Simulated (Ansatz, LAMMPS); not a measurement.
## Neighbourhoods of single atoms in aqueous Li+ and Br-, 2.6 mol of salt per kg of water at 280 K (201 atoms)

Density of this cell: 1.15 g/cm³. The cell holds 201 atoms: 65 O, 130 H, 3 Li and 3 Br. Its edges and angles: a = 12.746 Å, b = 12.746 Å, c = 12.746 Å, α = 90.0°, β = 90.0°, γ = 90.0°. 65 H2O, 3 Li+, 3 Br- placed at random, at 1.15 g/cm³; overlaps pushed apart, then 10 ps at 420 K with Joung-Cheatham ions (J. Phys. Chem. B 112, 9020 (2008)); SPC/E water (Berendsen, Grigera and Straatsma, J. Phys. Chem. 91, 6269 (1987)). Snapshot after 20 ps at 280 K and fixed volume.

Computed with Ansatz 0.2.0: Kohn-Sham DFT, PBE+D3(BJ), PAW (set soft_2), plane waves; cutoff 420 eV, Γ point, fixed occupations. Geometry: the geometry as built.

The whole cell was solved; only parts of it are printed.

The surroundings of H51, which bears the longest force, nearest first, numbered as they follow in the input and with coordinates relative to it.

| atom | x | y | z | distance (Å) | bonds | Löwdin charge (e) | Fx | Fy | Fz (eV/Å) |
| --- | --- | --- | --- | --- | --- | --- | --- | --- | --- |
| H51 | 0.00 | 0.00 | 0.00 | 0.00 | 1 | 0.39 | 1.32 | 1.01 | -0.41 |
| O49 | 0.83 | 0.40 | -0.39 | 1.00 | 3 | -0.73 | -0.71 | 0.09 | 0.34 |
| H50 | 0.92 | 1.35 | -0.10 | 1.63 | 1 | 0.40 | -0.42 | -0.43 | 0.13 |
| O25 | -1.32 | 1.31 | 1.48 | 2.38 | 2 | -0.72 | -0.15 | -0.10 | -0.32 |
| H27 | -1.84 | 0.46 | 1.50 | 2.42 | 1 | 0.38 | 0.13 | 0.52 | -0.28 |
| H80 | -1.48 | -1.61 | 1.13 | 2.46 | 1 | 0.39 | -0.34 | -0.35 | 0.35 |
| H26 | -1.58 | 1.84 | 0.67 | 2.52 | 1 | 0.39 | -0.12 | -0.43 | 0.85 |
| O82 | 0.23 | -2.29 | 1.19 | 2.59 | 2 | -0.70 | -0.31 | -0.15 | -0.08 |
| H38 | 0.80 | -0.91 | 2.37 | 2.66 | 1 | 0.40 | 0.77 | -0.43 | 0.54 |
| H84 | 0.55 | -2.61 | 0.30 | 2.68 | 1 | 0.38 | -0.14 | 0.01 | 0.54 |
| Li197 | 2.46 | 0.28 | -1.42 | 2.86 | 4 | 0.78 | 0.33 | 0.03 | 0.06 |
| O79 | -2.37 | -1.16 | 1.22 | 2.91 | 2 | -0.67 | -0.51 | -0.02 | 0.28 |
| H114 | 1.63 | -1.87 | -2.34 | 3.41 | 1 | 0.38 | 0.38 | 0.20 | -0.18 |
| H44 | 0.46 | -0.26 | -3.42 | 3.47 | 1 | 0.38 | -0.28 | 0.44 | -0.02 |
| H59 | -1.12 | 2.83 | -1.76 | 3.52 | 1 | 0.39 | 0.40 | 0.49 | -0.85 |
| O19 | 1.63 | 3.11 | 0.27 | 3.52 | 2 | -0.72 | -0.38 | 0.29 | -0.11 |
| O118 | 1.35 | -3.05 | -1.19 | 3.54 | 2 | -0.64 | 0.05 | -0.56 | -0.13 |
| H83 | 0.29 | -3.05 | 1.85 | 3.57 | 1 | 0.39 | -0.19 | 0.18 | -0.40 |
| H45 | -0.31 | 1.18 | -3.38 | 3.59 | 1 | 0.39 | -0.03 | -0.49 | 0.11 |
| O37 | 1.22 | -0.86 | 3.27 | 3.60 | 2 | -0.67 | 0.13 | 0.57 | -0.22 |
| O112 | 1.90 | -1.07 | -2.86 | 3.60 | 3 | -0.71 | 0.32 | -0.05 | -0.51 |
| H122 | -3.57 | -0.74 | 0.01 | 3.65 | 1 | 0.38 | -0.34 | -0.02 | -0.57 |
| O43 | -0.38 | 0.22 | -3.65 | 3.68 | 2 | -0.73 | -0.04 | 0.13 | 0.01 |
| O133 | 3.76 | -0.36 | 0.08 | 3.77 | 3 | -0.73 | 0.06 | -0.50 | 0.30 |
| H81 | -2.92 | -1.65 | 1.90 | 3.85 | 1 | 0.39 | 1.22 | 0.04 | -0.55 |
| O58 | -0.79 | 2.76 | -2.70 | 3.94 | 2 | -0.71 | 0.09 | 0.30 | 0.21 |
| H102 | -1.01 | 2.25 | 3.09 | 3.95 | 1 | 0.41 | -0.14 | 0.83 | -0.55 |
| H120 | 2.17 | -3.30 | -0.67 | 4.01 | 1 | 0.38 | -0.40 | -0.13 | -0.57 |
| O148 | -2.21 | 3.39 | -0.32 | 4.06 | 2 | -0.68 | -0.42 | 0.44 | 0.27 |
| H20 | 2.52 | 3.11 | 0.73 | 4.07 | 1 | 0.38 | -0.43 | 0.39 | -0.25 |
| H134 | 3.98 | 0.02 | 0.98 | 4.10 | 1 | 0.39 | 0.21 | -0.79 | -0.94 |
| H39 | 2.10 | -1.33 | 3.26 | 4.10 | 1 | 0.39 | -0.74 | 0.02 | -0.01 |
| H2 | 2.09 | 0.64 | 3.64 | 4.24 | 1 | 0.38 | 0.46 | 0.09 | -0.39 |
| H191 | -2.97 | 1.29 | -2.76 | 4.26 | 1 | 0.42 | -1.22 | 0.37 | 0.14 |

The column of bonds counts only the pairs H-O within 1.21 Å, O-Li within 2.48 Å; other neighbours, such as metal atoms beside each other in a compound, aren't counted, and periodic images can show an atom twice.

A closer look about Li198, one of the 3 Li atoms: 46 atoms, nearest first, numbered in the order of the input, with positions taken from that point.

| atom | x | y | z | distance (Å) | bonds | Löwdin charge (e) | Fx | Fy | Fz (eV/Å) |
| --- | --- | --- | --- | --- | --- | --- | --- | --- | --- |
| Li198 | 0.00 | 0.00 | 0.00 | 0.00 | 4 | 0.78 | 0.12 | -0.01 | 0.15 |
| O178 | 1.58 | -1.00 | 0.50 | 1.93 | 3 | -0.77 | -0.20 | 0.01 | 0.08 |
| O70 | 0.17 | 0.05 | -2.00 | 2.01 | 3 | -0.73 | 0.32 | 0.13 | -0.54 |
| O16 | -1.60 | -1.20 | 0.44 | 2.05 | 3 | -0.71 | -0.18 | -0.14 | 0.14 |
| O28 | 0.31 | 1.50 | 1.39 | 2.07 | 3 | -0.73 | 0.33 | 0.09 | 0.15 |
| H179 | 1.35 | -1.41 | 1.38 | 2.39 | 1 | 0.38 | 0.76 | -0.03 | -0.83 |
| H72 | 1.06 | -0.33 | -2.26 | 2.52 | 1 | 0.38 | -0.90 | 0.37 | -0.05 |
| H29 | -0.03 | 1.29 | 2.31 | 2.64 | 1 | 0.39 | 0.18 | 0.53 | -0.54 |
| H17 | -2.53 | -0.94 | 0.19 | 2.70 | 1 | 0.40 | 0.92 | -1.04 | 0.26 |
| H18 | -1.53 | -2.20 | 0.47 | 2.72 | 1 | 0.40 | -0.30 | 1.54 | -0.14 |
| H71 | -0.18 | 0.63 | -2.74 | 2.81 | 1 | 0.39 | 0.83 | -0.50 | 0.66 |
| H180 | 2.54 | -1.18 | 0.28 | 2.81 | 1 | 0.38 | -0.78 | -0.31 | 0.68 |
| H30 | 0.91 | 2.30 | 1.44 | 2.86 | 1 | 0.38 | -1.02 | -1.00 | 0.20 |
| O106 | -0.21 | -3.35 | -0.97 | 3.49 | 2 | -0.66 | 0.24 | -0.33 | -0.48 |
| H107 | -1.03 | -3.17 | -1.51 | 3.66 | 1 | 0.38 | 1.02 | 0.06 | -0.15 |
| H66 | -2.05 | 1.95 | -2.35 | 3.68 | 1 | 0.39 | -0.75 | 0.64 | 1.07 |
| O64 | -2.47 | 2.36 | -1.53 | 3.75 | 3 | -0.74 | -0.07 | -0.17 | -0.36 |
| H164 | -0.45 | -1.89 | 3.26 | 3.80 | 1 | 0.39 | -1.02 | 0.70 | 0.67 |
| H54 | 0.55 | 2.82 | -2.56 | 3.85 | 1 | 0.39 | -0.82 | 0.22 | -1.09 |
| H108 | 0.56 | -3.53 | -1.57 | 3.91 | 1 | 0.37 | -1.14 | 0.20 | 0.60 |
| H173 | -3.15 | -1.67 | -1.73 | 3.97 | 1 | 0.38 | -0.44 | -0.69 | 0.65 |
| H6 | 0.74 | 3.89 | -0.57 | 4.00 | 1 | 0.37 | -0.02 | 0.65 | 0.97 |
| O4 | 0.14 | 4.03 | 0.21 | 4.04 | 3 | -0.72 | 0.21 | 0.41 | 0.10 |
| O52 | -0.20 | 2.56 | -3.16 | 4.07 | 2 | -0.68 | 0.44 | 0.38 | -0.37 |
| O145 | 1.49 | -2.65 | 2.72 | 4.08 | 2 | -0.71 | -0.43 | -0.25 | 0.17 |
| O88 | -0.85 | 0.99 | 3.89 | 4.10 | 2 | -0.66 | -0.26 | -0.22 | 0.43 |
| H185 | 2.72 | -2.10 | -2.32 | 4.15 | 1 | 0.41 | 0.33 | 1.17 | -0.56 |
| O184 | 2.75 | -1.28 | -2.89 | 4.19 | 2 | -0.68 | -0.23 | -0.30 | 0.53 |
| Li196 | -1.86 | 3.78 | -0.31 | 4.22 | 4 | 0.78 | 0.06 | 0.18 | 0.52 |
| O1 | -1.99 | -2.33 | -2.96 | 4.26 | 2 | -0.68 | 0.08 | 0.13 | -0.23 |
| H165 | -1.47 | -0.79 | 3.92 | 4.26 | 1 | 0.39 | 0.77 | -0.79 | -0.38 |
| H65 | -3.43 | 2.09 | -1.48 | 4.28 | 1 | 0.38 | 0.90 | -0.22 | -0.23 |
| O163 | -1.34 | -1.76 | 3.71 | 4.32 | 3 | -0.73 | 0.32 | -0.31 | -0.22 |
| H105 | -2.50 | -0.30 | -3.52 | 4.32 | 1 | 0.39 | -0.99 | 0.52 | -0.27 |
| O172 | -3.83 | -1.79 | -1.01 | 4.35 | 2 | -0.70 | -0.27 | -0.47 | -0.17 |
| H186 | 3.47 | -0.67 | -2.56 | 4.36 | 1 | 0.39 | -0.11 | -0.70 | 0.25 |
| O160 | 4.14 | -1.58 | 0.22 | 4.44 | 2 | -0.70 | 0.76 | 0.70 | -0.23 |
| H3 | -1.23 | -2.32 | -3.61 | 4.46 | 1 | 0.39 | -0.50 | -0.39 | 0.48 |
| H24 | -0.42 | -4.57 | 0.25 | 4.60 | 1 | 0.38 | -0.59 | -0.35 | -0.20 |
| H162 | 4.54 | -0.73 | -0.14 | 4.60 | 1 | 0.37 | -0.15 | -1.35 | 0.16 |
| H147 | 2.47 | -2.77 | 2.88 | 4.70 | 1 | 0.38 | -0.97 | -0.28 | -0.13 |
| H89 | -1.77 | 1.26 | 4.17 | 4.70 | 1 | 0.38 | 0.93 | 0.17 | -0.02 |
| H146 | 0.99 | -3.39 | 3.17 | 4.74 | 1 | 0.38 | 1.07 | 0.33 | -0.04 |
| H90 | -0.19 | 1.30 | 4.58 | 4.76 | 1 | 0.39 | -0.90 | -0.10 | -0.37 |
| H5 | 0.54 | 4.71 | 0.82 | 4.81 | 1 | 0.39 | -0.32 | -0.69 | -1.04 |
| O103 | -3.17 | 0.43 | -3.65 | 4.85 | 2 | -0.68 | 0.47 | -0.39 | 0.50 |

The column of bonds counts only the pairs H-O within 1.21 Å, O-Li within 2.48 Å; other neighbours, such as metal atoms beside each other in a compound, aren't counted, and periodic images can show an atom twice.

A closer look about H45, picked at random: 46 atoms, nearest first, numbered in the order of the input, with positions taken from that point.

| atom | x | y | z | distance (Å) | bonds | Löwdin charge (e) | Fx | Fy | Fz (eV/Å) |
| --- | --- | --- | --- | --- | --- | --- | --- | --- | --- |
| H45 | 0.00 | 0.00 | 0.00 | 0.00 | 1 | 0.39 | -0.03 | -0.49 | 0.11 |
| O43 | -0.07 | -0.96 | -0.27 | 1.00 | 2 | -0.73 | -0.04 | 0.13 | 0.01 |
| H44 | 0.77 | -1.44 | -0.05 | 1.63 | 1 | 0.38 | -0.28 | 0.44 | -0.02 |
| O58 | -0.48 | 1.59 | 0.68 | 1.79 | 2 | -0.71 | 0.09 | 0.30 | 0.21 |
| H48 | -1.16 | -1.29 | -1.54 | 2.32 | 1 | 0.38 | 0.11 | 0.10 | -0.10 |
| H59 | -0.81 | 1.65 | 1.62 | 2.45 | 1 | 0.39 | 0.40 | 0.49 | -0.85 |
| H60 | -0.13 | 2.47 | 0.38 | 2.51 | 1 | 0.39 | -0.46 | -0.76 | 0.44 |
| H191 | -2.66 | 0.12 | 0.62 | 2.73 | 1 | 0.42 | -1.22 | 0.37 | 0.14 |
| O112 | 2.21 | -2.24 | 0.52 | 3.19 | 3 | -0.71 | 0.32 | -0.05 | -0.51 |
| O46 | -1.90 | -1.43 | -2.20 | 3.24 | 2 | -0.72 | -0.59 | 0.31 | 0.05 |
| O49 | 1.14 | -0.78 | 2.99 | 3.29 | 3 | -0.73 | -0.71 | 0.09 | 0.34 |
| H174 | 1.14 | -0.28 | -3.28 | 3.48 | 1 | 0.40 | 0.36 | 1.31 | -0.36 |
| H50 | 1.23 | 0.17 | 3.28 | 3.51 | 1 | 0.40 | -0.42 | -0.43 | 0.13 |
| Li197 | 2.77 | -0.89 | 1.96 | 3.51 | 4 | 0.78 | 0.33 | 0.03 | 0.06 |
| H51 | 0.31 | -1.18 | 3.38 | 3.59 | 1 | 0.39 | 1.32 | 1.01 | -0.41 |
| H161 | -2.84 | 0.19 | -2.25 | 3.63 | 1 | 0.39 | -0.26 | 0.24 | -0.06 |
| H168 | -1.23 | -3.42 | 0.00 | 3.63 | 1 | 0.41 | 0.39 | -0.94 | -0.80 |
| H68 | 0.42 | -3.29 | -1.65 | 3.70 | 1 | 0.38 | 0.14 | 0.29 | -0.88 |
| O190 | -3.61 | 0.08 | 0.91 | 3.73 | 2 | -0.66 | 0.67 | 0.02 | -0.07 |
| H113 | 2.74 | -2.53 | -0.28 | 3.74 | 1 | 0.40 | -0.15 | 0.18 | 0.61 |
| H17 | 2.54 | 1.54 | -2.29 | 3.75 | 1 | 0.40 | 0.92 | -1.04 | 0.26 |
| H114 | 1.94 | -3.05 | 1.04 | 3.76 | 1 | 0.38 | 0.38 | 0.20 | -0.18 |
| O172 | 1.23 | 0.69 | -3.49 | 3.76 | 2 | -0.70 | -0.27 | -0.47 | -0.17 |
| H47 | -1.51 | -1.53 | -3.12 | 3.79 | 1 | 0.38 | 0.05 | 0.08 | 0.65 |
| O67 | 0.92 | -2.95 | -2.44 | 3.94 | 2 | -0.69 | -0.19 | 0.07 | 0.11 |
| O163 | 3.73 | 0.72 | 1.23 | 3.99 | 3 | -0.73 | 0.32 | -0.31 | -0.22 |
| H69 | 0.27 | -2.59 | -3.12 | 4.06 | 1 | 0.37 | 0.12 | -0.76 | 0.66 |
| H18 | 3.53 | 0.28 | -2.01 | 4.08 | 1 | 0.40 | -0.30 | 1.54 | -0.14 |
| O94 | 0.00 | 4.12 | -0.74 | 4.18 | 2 | -0.67 | -0.07 | 0.20 | 0.23 |
| H192 | -4.00 | 1.01 | 0.90 | 4.22 | 1 | 0.40 | 1.04 | -0.02 | -0.05 |
| O16 | 3.47 | 1.28 | -2.04 | 4.22 | 3 | -0.71 | -0.18 | -0.14 | 0.14 |
| O148 | -1.90 | 2.21 | 3.06 | 4.23 | 2 | -0.68 | -0.42 | 0.44 | 0.27 |
| H165 | 3.60 | 1.69 | 1.44 | 4.23 | 1 | 0.39 | 0.77 | -0.79 | -0.38 |
| O166 | -0.79 | -4.19 | -0.46 | 4.29 | 2 | -0.65 | -0.09 | 1.17 | 0.40 |
| O160 | -3.54 | 0.90 | -2.26 | 4.30 | 2 | -0.70 | 0.76 | 0.70 | -0.23 |
| H26 | -1.27 | 0.67 | 4.05 | 4.30 | 1 | 0.39 | -0.12 | -0.43 | 0.85 |
| H95 | 0.50 | 3.98 | -1.60 | 4.32 | 1 | 0.41 | -1.08 | 0.21 | 0.59 |
| H96 | -0.98 | 4.16 | -0.93 | 4.38 | 1 | 0.39 | 0.78 | -0.29 | -0.42 |
| H194 | -3.34 | 2.89 | -0.21 | 4.42 | 1 | 0.39 | -0.24 | 0.22 | 1.00 |
| H162 | -3.14 | 1.75 | -2.62 | 4.45 | 1 | 0.37 | -0.15 | -1.35 | 0.16 |
| H150 | -2.73 | 2.46 | 2.55 | 4.47 | 1 | 0.40 | 1.07 | -0.12 | 0.40 |
| H123 | -3.81 | -1.06 | 2.10 | 4.48 | 1 | 0.38 | 0.24 | -0.25 | 0.32 |
| O19 | 1.94 | 1.93 | 3.65 | 4.56 | 2 | -0.72 | -0.38 | 0.29 | -0.11 |
| O193 | -3.66 | 2.76 | 0.72 | 4.64 | 2 | -0.71 | 0.02 | 0.30 | 0.03 |
| H173 | 1.91 | 0.81 | -4.21 | 4.70 | 1 | 0.38 | -0.44 | -0.69 | 0.65 |
| H164 | 4.61 | 0.59 | 0.78 | 4.71 | 1 | 0.39 | -1.02 | 0.70 | 0.67 |

The column of bonds counts only the pairs H-O within 1.21 Å, O-Li within 2.48 Å; other neighbours, such as metal atoms beside each other in a compound, aren't counted, and periodic images can show an atom twice.

Neighbours are counted within 1.21 Å (H-O), 2.48 Å (O-Li).

Length of the force by element and coordination:

| element | coordination | atoms | mean length of the force (eV/Å) | spread | least | most |
| --- | --- | --- | --- | --- | --- | --- |
| Br | all | 3 | 0.269 | 0.0505 | 0.202 | 0.324 |
| H | all | 130 | 0.956 | 0.316 | 0.173 | 1.71 |
| Li | all | 3 | 0.360 | 0.149 | 0.190 | 0.554 |
| O | all | 65 | 0.580 | 0.238 | 0.142 | 1.24 |
| O | 2 | 53 | 0.598 | 0.249 | 0.142 | 1.24 |
| O | 3 | 12 | 0.501 | 0.164 | 0.215 | 0.792 |

Löwdin charges by element and coordination (they lack the spilled electrons, 0.029 e an atom on average):

| element | coordination | atoms | mean charge (e) | spread | least | most |
| --- | --- | --- | --- | --- | --- | --- |
| Br | all | 3 | -0.492 | 0.0219 | -0.52 | -0.467 |
| H | all | 130 | 0.385 | 0.0131 | 0.347 | 0.418 |
| Li | all | 3 | 0.778 | 0.0018 | 0.776 | 0.780 |
| O | all | 65 | -0.694 | 0.0291 | -0.783 | -0.636 |
| O | 2 | 53 | -0.685 | 0.0218 | -0.729 | -0.636 |
| O | 3 | 12 | -0.734 | 0.0217 | -0.783 | -0.706 |

The force components of 0.51 eV/Å r.m.s. hold both thermal displacement and the mismatch between the potential that made the cell and DFT, above all in bond lengths inside molecules. The network of contacts between molecules at the start is that of the classical potential that made the cell, and needn't be the one that DFT or experiment would give. The density was typed from a rule of thumb and may lie off the real one at this temperature. Only the Γ point is sampled, in a cell whose shortest periodic width is 13 Å. The Löwdin charges lack the electrons that the projection spills, 0.029 e an atom on average.

[Hosts, paths, dates, database ids (printed as entryN), source tags and the programs' standing remarks are cut or masked in the printed files.]
